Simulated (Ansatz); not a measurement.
Two G0W0 runs on TlSb4F13 (I4/m).

```yaml
crystal:
  lattice:
    - [-4.81850, 4.81850, 3.29200]
    - [4.81850, -4.81850, 3.29200]
    - [4.81850, 4.81850, -3.29200]
  atoms:
    - { symbol: Tl, position: [0.50000, 0.50000, 0.00000] }
    - { symbol: Sb, position: [0.00669, 0.27747, 0.28415] }
    - { symbol: Sb, position: [0.27747, 0.99331, 0.27078] }
    - { symbol: Sb, position: [0.99331, 0.72253, 0.71585] }
    - { symbol: Sb, position: [0.72253, 0.00669, 0.72922] }
    - { symbol: F, position: [0.00000, 0.00000, 0.00000] }
    - { symbol: F, position: [0.56104, 0.87726, 0.43830] }
    - { symbol: F, position: [0.87726, 0.43896, 0.31622] }
    - { symbol: F, position: [0.43896, 0.12274, 0.56170] }
    - { symbol: F, position: [0.12274, 0.56104, 0.68378] }
    - { symbol: F, position: [0.43017, 0.33397, 0.32193] }
    - { symbol: F, position: [0.33397, 0.01204, 0.90379] }
    - { symbol: F, position: [0.01204, 0.10825, 0.67807] }
    - { symbol: F, position: [0.10825, 0.43017, 0.09621] }
    - { symbol: F, position: [0.56983, 0.66603, 0.67807] }
    - { symbol: F, position: [0.66603, 0.98796, 0.09621] }
    - { symbol: F, position: [0.98796, 0.89175, 0.32193] }
    - { symbol: F, position: [0.89175, 0.56983, 0.90379] }
```

Geometry: measured cell, ions relaxed with PBE. The runs that relaxed it are not among those shown. Spin-orbit coupling is left out unless a run names it.

The first (Ansatz 0.2.0; start PBE, 4×4×4 mesh, 1029 empty bands, screening to 130 eV, PAW set soft_1 files; 1 × NVIDIA H100 80GB HBM3 (shared by 6 runs) with 2 threads of AMD EPYC 7R13 (Zen 3), shared host) gave, on its mesh: starting gap 4.81 eV, G0W0 gap 7.35 eV, RPA ε∞ (mean) 2.71, 3.8 min.

Q: The second changes empty bands from 1029 to 169 and screening cutoff (eV) from 130.0 to 39. What does it give?

It gave: starting gap 4.81 eV, G0W0 gap 7.50 eV, RPA ε∞ (mean) 2.71, 39 s. The G0W0 gap moves by +0.14 eV, +0.00 eV from the start and +0.14 eV from the correction.

Limits: not at the basis limit; no spin-orbit coupling.

[Paths, hosts, dates, memory and timing lines, banners, echoed tables and standing remarks are left out of the program output.]

[Logs are printed without paths, hosts, clocks, repeated set-up lines and the standing remarks that a program may print on its own settings, such as how far it seeks lower states.]

[Runs of the session that timed out or met a known fault of the program may be left out.]

[Cells called generated may have been cut or substituted from an entry of the Crystallography Open Database or the Materials Project.]

[Hosts, paths, dates, database ids (printed as entryN), source tags and the programs' standing remarks are cut or masked in the printed files.]
